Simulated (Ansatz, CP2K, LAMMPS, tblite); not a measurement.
**Amorphous SiO1.8 (101 atoms) in tblite**

Aim: run amorphous SiO1.8 (101 atoms) in tblite and see how near its forces come to a plane-wave reference, and at what cost.

Calculated with tblite 0.8.0; the method is named at each step.

## (1) The structure

The cell holds 101 atoms: 36 Si and 65 O. Cell: a = 11.501 Å, b = 11.501 Å, c = 11.501 Å, α = 90.0°, β = 90.0°, γ = 90.0°. 101 atoms (36 Si, 65 O) placed at random at 2.24 g/cm³, melted at 5000 K for 10 ps at fixed volume with the Tersoff Si-O potential (Munetoh et al., Comput. Mater. Sci. 39, 334 (2007)). Quenched from 5000 K to 700 K at 5 K/ps and fixed volume, annealed at 1400 K for 50 ps, held 5 ps.

The yardstick, on the same geometry:

```
method                 : Kohn-Sham DFT, PBE, PAW, plane waves (Ansatz 0.2.0); cutoff 420 eV, Γ point, fermi-dirac smearing of 0.05 eV; PAW set soft_2
r.m.s. force component : 1.663 eV/Å
longest force          : 8.086 eV/Å
pressure               : 1.95 GPa
SCF cycles             : 18
time                   : 25 s on 4 threads of Arm Neoverse V2, shared host
CPU time               : 90 s
```

## (2) GFN2-xTB

Method: GFN2-xTB tight binding, diagonalisation.

Input file run.py:

```python
import numpy as np
from ase.io import read
from tblite.ase import TBLite

atoms = read("structure.xyz")
atoms.calc = TBLite(method="GFN2-xTB", electronic_temperature=580, accuracy=1.0, max_iterations=250, mixer_damping=0.4, verbosity=1)
energy = atoms.get_potential_energy()
forces = atoms.get_forces()
print(f"energy {energy:.6f} eV")
print("forces (eV/A)")
for i, (a, f) in enumerate(zip(atoms, forces)):
    print(f"{i:4d} {a.symbol:2s} {f[0]:10.5f} {f[1]:10.5f} {f[2]:10.5f}")
stress = -atoms.get_stress(voigt=False) * 160.21766
print("stress (GPa, compression positive)")
for row in stress:
    print(" ".join(f"{x:10.4f}" for x in row))
print("charges (e)")
print(np.array2string(atoms.get_charges(), precision=4, suppress_small=True, max_line_width=110, threshold=100000))
```

Input file structure.xyz:

```xyz
101
Lattice="11.50060 0.00000 0.00000 0.00000 11.50060 0.00000 0.00000 0.00000 11.50060" Properties=species:S:1:pos:R:3 pbc="T T T"
Si 0.01553 3.93700 6.75844
Si 8.76277 4.98839 2.74841
Si 4.99989 6.28864 1.49991
Si 4.97665 9.91651 10.12869
Si 10.44174 10.95168 11.24506
Si 3.30159 2.66273 0.18274
Si 8.66363 3.01132 7.91241
Si 6.05898 7.13083 10.23185
Si 1.81157 6.28485 1.96281
Si 8.23719 7.46745 0.78273
Si 10.13617 2.56118 10.42989
Si 5.96398 0.94937 3.08400
Si 8.24110 8.30711 7.19719
Si 5.27728 9.60185 1.88449
Si 5.74857 10.30028 6.98914
Si 0.81275 8.51401 4.06811
Si 0.76709 6.96879 6.91761
Si 1.43642 3.06571 9.09617
Si 6.98144 0.60229 8.87386
Si 3.81716 9.33619 4.77344
Si 7.79246 0.68325 5.94225
Si 0.20690 10.96318 2.86020
Si 2.70954 1.51681 3.22948
Si 3.93114 6.78616 6.68955
Si 6.64309 5.53397 7.81799
Si 10.81896 8.37002 9.38046
Si 8.05951 9.45096 9.98712
Si 3.79531 1.17410 9.10848
Si 0.83713 5.85116 10.53501
Si 9.58218 9.80714 4.72652
Si 0.11294 4.06627 3.62326
Si 6.19123 3.49158 1.19319
Si 9.41083 2.22008 1.88219
Si 8.11655 10.60815 2.06666
Si 2.41915 2.11105 6.51049
Si 7.95186 4.84440 10.44910
O 9.99713 3.29354 7.00996
O 2.18661 9.13044 4.67775
O 6.72877 5.80251 9.51755
O 0.38700 3.88375 5.18528
O 8.90215 0.59412 1.84918
O 7.47044 8.08205 10.87221
O 5.08821 8.37485 9.65360
O 4.98482 10.30120 8.46525
O 6.73774 10.52684 9.64061
O 1.54396 0.31558 3.29952
O 5.93868 4.98885 1.84700
O 11.19698 9.76148 10.33156
O 3.79416 11.16559 9.84612
O 2.62030 2.19891 4.78540
O 7.76728 6.72716 7.47608
O 7.50023 3.85857 0.29258
O 8.72355 9.73296 3.37048
O 8.19855 1.77903 8.89813
O 8.14841 2.14843 6.56201
O 4.34389 0.94822 3.43155
[... 41 atom lines left out ...]
O 1.57984 5.85151 0.42966
O 0.56732 7.48183 5.37860
O 2.60512 2.09909 1.62158
O 9.09456 3.65742 9.55010
```

Launch:

```sh
$ OMP_NUM_THREADS=1 python run.py > output.txt
```

The program printed:

```text
------------------------------------------------------------
  cycle        total energy    energy error   density error
------------------------------------------------------------
      1     -314.6587543369  -3.1600938E+02   5.5798630E-01
      2     -322.4290261253  -7.7702718E+00   3.7902683E-01
      3     -321.9921363322   4.3688979E-01   3.8075925E-01
      4     -328.2829717630  -6.2908354E+00   2.4323209E-01
      5     -327.7576931423   5.2527862E-01   3.1511045E-01
      6     -329.1243041688  -1.3666110E+00   1.9255478E-01
      7     -329.0147547841   1.0954938E-01   1.9588049E-01
      8     -328.7898272388   2.2492755E-01   2.3222338E-01
      9     -329.5095069382  -7.1967970E-01   1.5532133E-01
     10     -329.7723256767  -2.6281874E-01   1.1873076E-01
     11     -329.8632925356  -9.0966859E-02   9.5319817E-02
     12     -329.9216463836  -5.8353848E-02   7.2566981E-02
     13     -329.7197590650   2.0188732E-01   1.1520671E-01
     14     -329.9526215305  -2.3286247E-01   7.5690128E-02
     15     -329.9812645022  -2.8642972E-02   6.5302171E-02
     16     -329.9776876847   3.5768175E-03   6.5151124E-02
     17     -330.0009210578  -2.3233373E-02   5.6010345E-02
     18     -330.0290717516  -2.8150694E-02   3.9101244E-02
     19     -330.0376196642  -8.5479126E-03   3.3165123E-02
     20     -330.0476380192  -1.0018355E-02   2.7306262E-02
     21     -330.0559437520  -8.3057328E-03   2.0865793E-02
     22     -330.0608457978  -4.9020457E-03   1.6045459E-02
     23     -330.0653946530  -4.5488553E-03   1.0171461E-02
     24     -330.0626092271   2.7854259E-03   1.4724906E-02
[...]
36     -330.0675144787  -1.8413468E-06   3.8868214E-04
     37     -330.0675168517  -2.3730177E-06   2.0044118E-04
     38     -330.0675173601  -5.0842311E-07   1.4509699E-04
     39     -330.0675174336  -7.3545323E-08   1.2928881E-04
     40     -330.0675177561  -3.2243980E-07   4.6601947E-05
     41     -330.0675177942  -3.8105100E-08   2.3331305E-05
     42     -330.0675177880   6.2130994E-09   2.5395581E-05
     43     -330.0675178022  -1.4196871E-08   9.6585923E-06
------------------------------------------------------------
 total:                                   8.328 sec
energy -8981.594641 eV
forces (eV/A)
   0 Si   -1.89318    0.08600   -1.34076
   1 Si   -1.17766    2.50290    2.05610
   2 Si   -0.38933    1.13558    1.25529
   3 Si   -1.24165    2.84891   -1.39846
   4 Si    1.30252    1.54929   -0.03162
   5 Si   -0.78599    3.11356    2.86596
   6 Si   -1.25826    0.00330   -1.30085
   7 Si   -2.54657    1.43969    1.33436
   8 Si    0.15354   -1.42082    1.88309
   9 Si    2.54963    0.39852    1.05147
  10 Si    0.35527   -2.07554   -1.77089
  11 Si   -1.25726    2.18630    2.10835
  12 Si   -1.19552   -1.12600   -1.01403
  13 Si   -0.77070   -2.42681   -1.14731
  14 Si   -2.21481   -0.94849    1.96583
  15 Si    1.77934   -0.91986   -1.10811
  16 Si    1.57584    0.00773    0.23894
  17 Si    0.33822    2.18928    1.73257
  18 Si   -1.07772    1.98022    1.19487
  19 Si   -0.59100   -0.86935   -1.01055
  20 Si    0.88433    2.51148   -2.53723
  21 Si    1.85389    0.57755   -1.17323
  22 Si    0.22903   -0.19376    0.08011
  23 Si   -0.31755   -2.21400   -4.26398
[...]
93 O     0.48096    0.02348    0.47708
  94 O     0.59643    0.10274   -0.82691
  95 O     0.32845   -1.27834    0.74767
  96 O    -1.02987   -0.61348   -2.50409
  97 O    -0.40901    0.19773    0.67070
  98 O    -0.60831    0.15937   -0.15448
  99 O     1.15077   -0.99252    1.05500
 100 O     1.06467    1.28352    1.59902
stress (GPa, compression positive)
   -3.1059    -0.1185    -0.0900
   -0.1185    -6.3752     1.1977
   -0.0900     1.1977    -3.5014
charges (e)
[ 0.645   0.4952  0.6525  0.727   0.6394  0.374   0.7281  0.6682  0.587   0.595   0.6944  0.6464  0.6556
  0.6536  0.6807  0.6029  0.6131  0.6488  0.6605  0.6398  0.6422  0.4425  0.5737  0.4013  0.6353  0.5878
  0.6567  0.6681  0.4557  0.6375  0.6117  0.6813  0.6836  0.6713  0.4211  0.6403 -0.3265 -0.3141 -0.33
 -0.2922 -0.3365 -0.331  -0.3855 -0.4329 -0.4074 -0.2893 -0.3159 -0.3082 -0.3748 -0.3474 -0.3555 -0.3806
 -0.3757 -0.4311 -0.3834 -0.3404 -0.3501 -0.3561 -0.2936 -0.3288 -0.2799 -0.3952 -0.342  -0.3372 -0.3292
 -0.4287 -0.3548 -0.2754 -0.3501 -0.3076 -0.372  -0.2694 -0.3325 -0.3346 -0.3244 -0.3563 -0.3542 -0.3469
 -0.3068 -0.3179 -0.3563 -0.2836 -0.3724 -0.4163 -0.3057 -0.3643 -0.322  -0.334  -0.3542 -0.3094 -0.2901
 -0.3704 -0.3627 -0.2843 -0.283  -0.3836 -0.3296 -0.2085 -0.2785 -0.3336 -0.3724]
```

Run time: 9.2 s. Hardware: 1 thread of Arm Neoverse V2, shared host; peak memory 0.13 GiB.

Banners, paths, timers and routine set-up lines are dropped from the logs unmarked, and long logs keep their key lines alone; longer cuts are marked.

Numbers from this run, and their distance from the reference:

* r.m.s. force component: 1.484 eV/Å
* r.m.s. difference of force components: 672.4 meV/Å
* longest difference of force vectors: 4075 meV/Å
* force difference over r.m.s. force: 40.43 %
* slope of forces against the reference's: 0.8164
* correlation of force components: 0.9149
* pressure: -4.327 GPa
* pressure difference: -6.278 GPa

Length of the force difference by element (eV/Å):

```tsv
element	atoms	mean	most
O	65	0.85	2.3
Si	36	1.3	4.1
```

A closer look about O85, picked at random: 10 atoms, nearest first, numbered in the order of the input, with positions taken from that point.

```tsv
atom	x	y	z	distance (Å)	bonds	Mulliken charge (e)	Fx	Fy	Fz (eV/Å)
O85	0.00	0.00	0.00	0.00	2	-0.31	0.29	-0.37	0.54
Si14	0.99	-0.12	-1.28	1.62	4	0.65	-0.77	-2.43	-1.15
Si20	-0.47	-0.38	1.61	1.72	4	0.64	-0.59	-0.87	-1.01
O62	1.35	-1.78	-1.37	2.62	2	-0.40	-0.47	0.10	0.04
O80	0.43	0.65	2.51	2.63	2	-0.32	1.04	0.25	1.25
O38	-2.10	-0.59	1.51	2.66	2	-0.31	1.01	1.35	-0.20
O75	2.20	1.23	-0.88	2.67	3	-0.32	-0.80	0.14	0.28
O56	0.05	2.73	0.27	2.74	2	-0.34	1.81	-0.12	-1.03
O73	-0.20	-1.86	2.22	2.90	2	-0.33	0.89	0.17	1.31
O64	0.59	0.23	-2.89	2.96	2	-0.34	0.78	-0.06	2.01
```

Atoms are counted from 1 here, from 0 in the log.

Forces lie 40 % from the reference's, at 0.099 times its CPU time (on 1 against 4 cores).

## (3) Results

| Quantity | Value |
| --- | --- |
| force difference from the reference | tblite GFN2-xTB, 40 % |
| its CPU time | 8.9 s |

In words: Tight binding differs by 40 % (tblite GFN2-xTB); it is another model, with fitted parameters of its own, and the xTB methods hold dispersion. One electronic-structure run takes under half the reference's CPU time: tblite GFN2-xTB, at 40 % in 8.9 s against 90 s; its pressure misses by -6.3 GPa. Periodic xTB results under one method name differ between programs and library versions. The quench rate of 5 K/ps is many orders above laboratory rates, so the cell is likely richer in defects and strain than a real sample. The network of bonds at the start is that of the classical potential that made the cell, and needn't be the one that DFT or experiment would give. The reference's stress is far from hydrostatic: its diagonal is 2.8, -0.3, 3.4 GPa, compression counted positive. The electronic-structure runs sample only Γ, in a cell whose shortest periodic width is 12 Å, which is coarse for a cell with partly filled levels.

[Also dropped from logs without a mark: logging warnings of Python, and SIESTA's first energy breakdown and zero terms.]

[Logs are printed without paths, hosts, clocks, repeated set-up lines and the standing remarks that a program may print on its own settings, such as how far it seeks lower states.]

[Hosts, paths, dates, database ids (printed as entryN), source tags and the programs' standing remarks are cut or masked in the printed files.]
